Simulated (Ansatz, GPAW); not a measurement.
# Ni2TeSe (model structure): optical spectrum from first principles, part 3 of 3

Aim: the dielectric function of Ni2TeSe (model structure), and the optical constants that follow from it. The cell was made here by substitution or stacking, whether or not such a phase is known. It was built so: 1 of the 2 Se atoms of the cell replaced by Te in the P6_3/mmc structure of NiSe. The cell is first relaxed with Ansatz.

GPAW 26.7.0; DFT, RPBE, plane-wave PAW (GPAW data sets), scalar-relativistic, RPA, optical limit.

So far. Step 3 (Ground state): There are states at the Fermi level within the smearing, so the occupations stay smeared and the carriers get a Drude term.

**5. Dielectric function, RPA**

Local fields let the induced charge screen the field inside the cell, which as a rule lowers ε, most along directions where the density is uneven.

This step: DFT, RPBE, plane-wave PAW (GPAW data sets), scalar-relativistic, RPA, optical limit (GPAW 26.7.0).

df.py

```python
from gpaw.response.df import DielectricFunction

df = DielectricFunction('full.gpw', frequencies={'type': 'nonlinear', 'domega0': 0.03, 'omega2': 8},
                        ecut=50,
                        eta=0.1,
                        nbands=57,
                        rate=0.2,
                        txt='df.txt')
for direction in ['x', 'z']:
    df.get_dielectric_function(xc='RPA', direction=direction, filename=f'df_{direction}.csv')
```

Command:

```bash
$ OMP_NUM_THREADS=1 python df.py
```

The program printed:

```text
Using integrator: PointIntegrator
NonLinearFrequencyDescriptor(from 0.000 to 94.979 eV, 536 points)
Nonperiodic BCs:  [False False False]
Using integrator: PointIntegrator
NonLinearFrequencyDescriptor(from 0.000 to 94.979 eV, 536 points)
Nonperiodic BCs:  [False False False]
Using integrator: PointIntegrator

Calculating chi0 body with:
    Ground state adapter containing:
    Number of spins: 2
    Number of kpoints: 600
    Number of irreducible kpoints: 72
    Number of completely occupied states: 18
    Number of partially occupied states: 24

    Linear response parametrization:
    q_c: [0.0, 0.0, 0.0]
    Number of frequency points: 536
    Planewave cutoff: 50.0
    Number of bands: 57
    Number of planewaves: 55
    Broadening (eta): 0.1

Integrating chi0 body.

Symmetries of q_c:
    Direct symmetries (Uq -> q): 6
    Indirect symmetries (TUq -> q): 6
In total 12 allowed symmetries.

72 groups of equivalent kpoints. 88.0% reduction.

Integral kind: spectral function

Calculating chi0 optical extensions with:
    Ground state adapter containing:
    Number of spins: 2
    Number of kpoints: 600
    Number of irreducible kpoints: 72
    Number of completely occupied states: 18
    Number of partially occupied states: 24

    Linear response parametrization:
    Number of frequency points: 536
    Planewave cutoff: 50.0
    Number of bands: 57
    Number of planewaves: 55
    Broadening (eta): 0.1
Integrating chi0 head and wings.

Symmetries of q_c:
    Direct symmetries (Uq -> q): 6
    Indirect symmetries (TUq -> q): 6
In total 12 allowed symmetries.

72 groups of equivalent kpoints. 88.0% reduction.

Integral kind: spectral function wings

Calculating drude chi0 with:
    Number of frequency points:536
    Plasma frequency decay rate: 0.2 eV

    Ground state adapter containing:
    Number of spins: 2
    Number of kpoints: 600
    Number of irreducible kpoints: 72
    Number of completely occupied states: 18
    Number of partially occupied states: 24

Symmetries of q_c:
    Direct symmetries (Uq -> q): 6
    Indirect symmetries (TUq -> q): 6
In total 12 allowed symmetries.

72 groups of equivalent kpoints. 88.0% reduction.

Integral kind: intraband
Plasma frequency:
[[4.07-0.j 0.  -0.j 0.  +0.j]
 [0.  -0.j 4.07-0.j 0.  -0.j]
 [0.  +0.j 0.  -0.j 4.9 +0.j]]
```

The job ended after 48 s (1 thread of Intel Xeon 6975P-C (Granite Rapids), shared host; peak memory 0.35 GiB).

Some rows of df_x.csv (energy; Re and Im without local fields; Re and Im with them):

```text
0.000000, 829.432024, -0.000000, 828.627416, -0.000000
0.555532, -77.993903, 101.897315, -78.337403, 101.753432
1.143969, -23.731584, 34.359485, -23.943556, 34.003372
1.768324, -12.247961, 16.699693, -12.298596, 16.674993
2.431988, -5.710348, 9.043704, -5.952366, 9.269008
3.138794, -0.955231, 7.639955, -1.638299, 7.713570
3.893091, -0.270574, 9.032038, -0.707542, 8.735573
4.699832, -2.138819, 9.157772, -2.290082, 8.778669
5.564682, -1.747683, 4.703124, -1.995065, 4.505664
6.494155, 1.493979, 5.161321, 0.928932, 4.758085
7.495775, -0.686436, 7.151877, -0.687669, 6.216487
8.578281, -2.746756, 4.958460, -2.299407, 4.675196
9.751884, -1.846783, 3.359888, -1.454885, 2.793051
11.028587, -1.713869, 2.063887, -1.429353, 1.944033
12.422601, -1.310761, 1.378819, -1.128961, 1.290591
13.950874, -0.877228, 1.070270, -0.641063, 1.086695
15.633783, -0.604985, 0.642549, -0.524663, 0.712604
17.496047, -0.292510, 0.537568, -0.184706, 0.536641
19.567954, -0.080538, 0.345769, -0.023585, 0.409511
```

The Im ε has structure finer than the step of the table below, so its rows give means over 0.5 eV, whole bins alone (the curve runs from 0.619 to 19.9 eV). Peaks (eV: height): E ∥ x 2.66: 10.4, 3.81: 9.28, 4.61: 9.37, 7.32: 6.91; E ∥ z 3.55: 12.5, 4.07: 10.3, 7.15: 6.34.

Sum at mesh points, not converged in k. The Im ε by photon energy; means over each step:

| photon energy (eV) | E ∥ x | E ∥ z |
| --- | --- | --- |
| 1.0 | 43.5 | 41.6 |
| 1.5 | 24.5 | 19.5 |
| 2.0 | 14.8 | 8.87 |
| 2.5 | 10.0 | 7.13 |
| 3.0 | 8.20 | 7.86 |
| 3.5 | 8.29 | 11.4 |
| 4.0 | 8.92 | 9.35 |
| 4.5 | 8.42 | 6.30 |
| 5.0 | 6.65 | 4.76 |
| 5.5 | 4.71 | 3.71 |
| 6.0 | 3.77 | 4.58 |
| 6.5 | 4.59 | 5.62 |
| 7.0 | 5.30 | 5.69 |
| 7.5 | 6.34 | 4.32 |
| 8.0 | 5.98 | 3.34 |
| 8.5 | 4.54 | 2.97 |
| 9.0 | 3.29 | 3.47 |
| 9.5 | 2.70 | 2.57 |
| 10.0 | 2.72 | 2.94 |
| 10.5 | 2.45 | 2.78 |
| 11.0 | 1.96 | 2.66 |
| 11.5 | 1.82 | 1.96 |
| 12.0 | 1.53 | 1.56 |
| 12.5 | 1.29 | 1.74 |
| 13.0 | 1.14 | 1.40 |
| 13.5 | 1.13 | 1.29 |
| 14.0 | 1.10 | 1.21 |
| 14.5 | 1.06 | 1.07 |
| 15.0 | 0.907 | 0.964 |
| 15.5 | 0.798 | 1.05 |
| 16.0 | 0.746 | 1.03 |
| 16.5 | 0.657 | 0.736 |
| 17.0 | 0.573 | 0.605 |
| 17.5 | 0.537 | 0.639 |
| 18.0 | 0.502 | 0.621 |
| 18.5 | 0.458 | 0.518 |
| 19.0 | 0.471 | 0.456 |
| 19.5 | 0.418 | 0.419 |

Values under 1 per cm are given as 1; sum at mesh points, not converged in k. Table of absorption coefficient by photon energy:

| photon energy (eV) | E ∥ x (1/cm) | E ∥ z (1/cm) |
| --- | --- | --- |
| 1.010 | 6.5e5 | 7.5e5 |
| 1.486 | 7.0e5 | 8.1e5 |
| 1.985 | 7.5e5 | 7.1e5 |
| 2.508 | 6.8e5 | 6.1e5 |
| 3.018 | 7.0e5 | 6.1e5 |
| 3.510 | 7.3e5 | 9.1e5 |
| 3.980 | 8.5e5 | 9.4e5 |
| 4.516 | 9.5e5 | 1.0e6 |
| 4.981 | 1.1e6 | 9.5e5 |
| 5.515 | 1.1e6 | 7.9e5 |
| 6.021 | 8.9e5 | 8.3e5 |
| 6.494 | 9.2e5 | 1.2e6 |
| 6.985 | 9.9e5 | 1.2e6 |
| 7.496 | 1.4e6 | 1.5e6 |
| 8.026 | 1.7e6 | 1.2e6 |
| 8.516 | 1.6e6 | 1.2e6 |
| 9.023 | 1.7e6 | 1.5e6 |
| 9.483 | 1.5e6 | 1.3e6 |
| 10.026 | 1.5e6 | 1.4e6 |
| 10.519 | 1.6e6 | 1.4e6 |
| 11.029 | 1.5e6 | 1.6e6 |
| 11.479 | 1.6e6 | 1.6e6 |
| 12.023 | 1.5e6 | 1.3e6 |
| 12.504 | 1.5e6 | 1.5e6 |
| 13.000 | 1.4e6 | 1.5e6 |
| 13.512 | 1.3e6 | 1.4e6 |
| 14.040 | 1.4e6 | 1.5e6 |
| 14.493 | 1.4e6 | 1.4e6 |
| 14.960 | 1.3e6 | 1.3e6 |
| 15.536 | 1.4e6 | 1.4e6 |
| 16.031 | 1.3e6 | 1.5e6 |
| 16.541 | 1.3e6 | 1.4e6 |
| 16.959 | 1.2e6 | 1.2e6 |
| 17.496 | 1.1e6 | 1.2e6 |
| 18.049 | 1.0e6 | 1.2e6 |
| 18.504 | 9.6e5 | 1.1e6 |
| 18.969 | 9.5e5 | 1.0e6 |
| 19.447 | 9.4e5 | 9.0e5 |

Sum at mesh points, not converged in k. The loss function −Im 1/ε at q → 0 by energy loss; read off at these points:

| energy loss (eV) | E ∥ x | E ∥ z |
| --- | --- | --- |
| 1.0 | 0.0158 | 0.0110 |
| 1.5 | 0.0299 | 0.0198 |
| 2.0 | 0.0478 | 0.0455 |
| 2.5 | 0.0897 | 0.112 |
| 3.0 | 0.116 | 0.131 |
| 3.5 | 0.116 | 0.0812 |
| 4.0 | 0.116 | 0.102 |
| 4.5 | 0.119 | 0.130 |
| 5.0 | 0.135 | 0.177 |
| 5.5 | 0.176 | 0.277 |
| 6.0 | 0.264 | 0.208 |
| 6.5 | 0.202 | 0.171 |
| 7.0 | 0.185 | 0.189 |
| 7.5 | 0.159 | 0.164 |
| 8.0 | 0.148 | 0.267 |
| 8.5 | 0.181 | 0.320 |
| 9.0 | 0.191 | 0.241 |
| 9.5 | 0.261 | 0.345 |
| 10.0 | 0.287 | 0.302 |
| 10.5 | 0.271 | 0.340 |
| 11.0 | 0.331 | 0.299 |
| 11.5 | 0.358 | 0.336 |
| 12.0 | 0.386 | 0.511 |
| 12.5 | 0.464 | 0.448 |
| 13.0 | 0.565 | 0.510 |
| 13.5 | 0.712 | 0.635 |
| 14.0 | 0.695 | 0.623 |
| 14.5 | 0.687 | 0.752 |
| 15.0 | 0.832 | 0.855 |
| 15.5 | 0.839 | 0.852 |
| 16.0 | 1.06 | 0.786 |
| 16.5 | 1.14 | 0.930 |
| 17.0 | 1.44 | 1.37 |
| 17.5 | 1.67 | 1.38 |
| 18.0 | 1.88 | 1.47 |
| 18.5 | 2.14 | 1.82 |
| 19.0 | 2.09 | 2.12 |
| 19.5 | 2.36 | 2.44 |

The Im ε, E ∥ x has structure finer than the step of the table below, so its rows give means over 1 eV, whole bins alone (the curve runs from 0.619 to 19.9 eV). Peaks (eV: height): without local fields 2.7: 10.1, 3.8: 9.66, 4.6: 9.89, 7.3: 8.04; with local fields 2.7: 10.4, 3.8: 9.28, 4.6: 9.37, 7.3: 6.91.

Sum at mesh points, not converged in k. The Im ε, E ∥ x by photon energy; means over each step:

| photon energy (eV) | without local fields | with local fields |
| --- | --- | --- |
| 2 | 15.4 | 15.5 |
| 3 | 8.42 | 8.53 |
| 4 | 8.95 | 8.60 |
| 5 | 7.18 | 6.84 |
| 6 | 4.27 | 4.02 |
| 7 | 6.34 | 5.54 |
| 8 | 6.35 | 5.66 |
| 9 | 3.75 | 3.45 |
| 10 | 3.04 | 2.66 |
| 11 | 2.12 | 2.02 |
| 12 | 1.60 | 1.55 |
| 13 | 1.26 | 1.15 |
| 14 | 1.09 | 1.13 |
| 15 | 0.873 | 0.922 |
| 16 | 0.683 | 0.730 |
| 17 | 0.564 | 0.578 |
| 18 | 0.469 | 0.500 |
| 19 | 0.405 | 0.459 |

The reflectivity at normal incidence has structure finer than the step of the table below, so its rows give means over 1 eV, whole bins alone (the curve runs from 0.619 to 19.9 eV). Peaks (eV: height): E ∥ x 4.9: 48.8, 8.8: 48.8, 15.6: 37.9; E ∥ z 4.3: 56.0, 7.5: 49.7, 9.1: 37.5, 11.6: 42.3, 16.4: 37.6.

Sum at mesh points, not converged in k. The reflectivity at normal incidence by photon energy; means over each step:

| photon energy (eV) | E ∥ x (%) | E ∥ z (%) |
| --- | --- | --- |
| 2 | 64.6 | 70.3 |
| 3 | 45.5 | 41.2 |
| 4 | 41.0 | 50.0 |
| 5 | 45.1 | 42.9 |
| 6 | 31.2 | 28.7 |
| 7 | 30.1 | 38.1 |
| 8 | 41.4 | 38.0 |
| 9 | 46.2 | 33.2 |
| 10 | 40.1 | 30.5 |
| 11 | 42.3 | 36.6 |
| 12 | 42.5 | 35.9 |
| 13 | 38.5 | 35.4 |
| 14 | 32.8 | 32.6 |
| 15 | 34.7 | 28.9 |
| 16 | 33.4 | 31.0 |
| 17 | 31.5 | 31.4 |
| 18 | 26.6 | 27.0 |
| 19 | 22.0 | 25.4 |

From ε follow the optical constants at some laser and lamp lines:

| wavelength (nm) | n x | k x | R (%) x | 1/α x | n z | k z | R (%) z | 1/α z |
| --- | --- | --- | --- | --- | --- | --- | --- | --- |
| 1550 | 3.73 | 7.192 | 79.8 | 17 nm | 3.03 | 8.836 | 87.1 | 14 nm |
| 1064 | 2.92 | 5.614 | 75.1 | 15 nm | 2.36 | 6.471 | 82.2 | 13 nm |
| 800 | 2.70 | 4.682 | 69.7 | 14 nm | 1.75 | 5.227 | 79.9 | 12 nm |
| 532 | 1.71 | 3.195 | 61.0 | 13 nm | 1.32 | 2.793 | 59.9 | 15 nm |
| 450 | 1.84 | 2.683 | 51.8 | 13 nm | 1.80 | 2.123 | 41.7 | 17 nm |
| 365 | 2.04 | 1.966 | 37.8 | 15 nm | 2.56 | 2.385 | 44.2 | 12 nm |
| 308 | 2.07 | 2.109 | 40.3 | 12 nm | 2.04 | 2.429 | 46.1 | 10 nm |

In reflection the computed colour is yellow: x = 0.342, y = 0.360, luminous reflectivity 62 %.

**6. Outcome**

**Reading.** At this level (RPBE, RPA) Ni2TeSe is a metal. The mesh is too coarse to trust the carriers' weight, the reflectivity or the colour to better than tens of per cent. The cell grew by 2.6 % in volume. In reflection the computed colour is yellow: x = 0.342, y = 0.360, luminous reflectivity 62 %. The carriers' damping of 0.2 eV is typed, not computed; it shapes the response at the lowest energies. Spin-orbit coupling is left out although heavy atoms are present. The magnetic state comes from one start and need not be the lowest. In this version of GPAW the matrix elements of the optical limit are incomplete, which can lower ε − 1 by up to a tenth where first-row anions or d states rule, and shift it by more in d metals. GPAW's carrier term has the form −ωp²/(ω + i·rate)², which damps like twice the rate and fails at low energy, so the curves leave the lowest energies out. The sum runs over mesh points 0.20 Å⁻¹ apart with no interpolation, so peaks are partly noise of the mesh, and the Drude plasma energy, a sum over the Fermi surface, isn't converged. Besides steps told in other documents, this task had 1 step that the program refused or didn't finish; those not told in a step above aren't shown.

[Machine, clock and banner lines and Python warnings are left out of the logs.]

[Logs are printed without paths, hosts, clocks, repeated set-up lines and the standing remarks that a program may print on its own settings, such as how far it seeks lower states.]

[Hosts, paths, dates, database ids (printed as entryN), source tags and the programs' standing remarks are cut or masked in the printed files.]
